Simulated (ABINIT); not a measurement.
Records of electronic-structure calculations.

## Quasiparticle gap of KMgF3 (Pm-3m) in ABINIT

The structure is cubic, space group Pm-3m (No. 221). The conventional cell has a = 3.986 Å, b = 3.986 Å, c = 3.986 Å, α = 90.00°, β = 90.00°, γ = 90.00°. Nearest to K lie 12 F at 2.82 Å. Nearest to Mg lie 6 F at 1.99 Å. F has 2 Mg at 1.99 Å and 4 K at 2.82 Å nearest. Farther neighbours, and contacts between anions beyond the nearest, are not listed.

| Property | Result |
| --- | --- |
| method | RPA screening on PBE, plane waves, norm-conserving pseudopotentials (and 2 further levels or steps) |
| program | ABINIT 10.8.3 |
| settings | cutoff 38 Ha, PseudoDojo scalar-relativistic 0.4.1 standard, norm-conserving, ngkpt (2, 2, 2), nband 61, ecuteps 3.9 Ha, inclvkb 2, shiftk (0, 0, 0), symchi 1, awtr 1, frequency ppm, 2×2×2 k-mesh |
| cost | 5 runs, 78 s in all on 4 MPI ranks of Arm Neoverse V2, shared host |
| notes | The cell and positions come from the Crystallography Open Database and are kept as given unless a step says otherwise. The 2×2×2 mesh is coarse for this cell, which bears on the long-range parts of exchange and screening. |
| PBE gap | 7.35 eV, indirect |
| G0W0 gap on the mesh | 11.15 eV |
| GW settings | 2×2×2 mesh, 61 bands, screening to 106.1 eV, Godby-Needs plasmon pole |
| known limits | short of the basis limit; coarse k mesh |

G0W0 moves the gap on the mesh from 7.35 eV to 11.15 eV (+3.80 eV), with Z of 0.83 and 0.90 at the edges. Local fields lower the RPA ε∞ on this mesh from 2.14 to 2.01; a Γ-centred mesh this coarse tends to raise both, most where the direct gap is narrow, while a short band sum lowers them.

[Paths, hosts, dates, memory and timing lines, banners, echoed tables and standing remarks are left out of the program output; an Ansatz launch command may be rebuilt from the run's recorded settings. Measured values are a selection of at most five: reports struck by readers or far from the other reports are left out. None is set beside runs whose start may be inverted or whose files or cutoffs have a known fault.]

[Runs of the session that timed out or met a known fault of the program may be left out.]

[Hosts, paths, dates, database ids (printed as entryN), source tags and the programs' standing remarks are cut or masked in the printed files.]

[G0W0 gaps are taken among the corrected bands and points alone; a level outside them can change the order at an edge.]

[Where Ansatz stands beside ABINIT at settings called matched, ABINIT's density can come from a denser mesh and the files from another edition; pairs whose starting gaps differed by over 0.03 eV were left out, so agreement reads better than it is.]
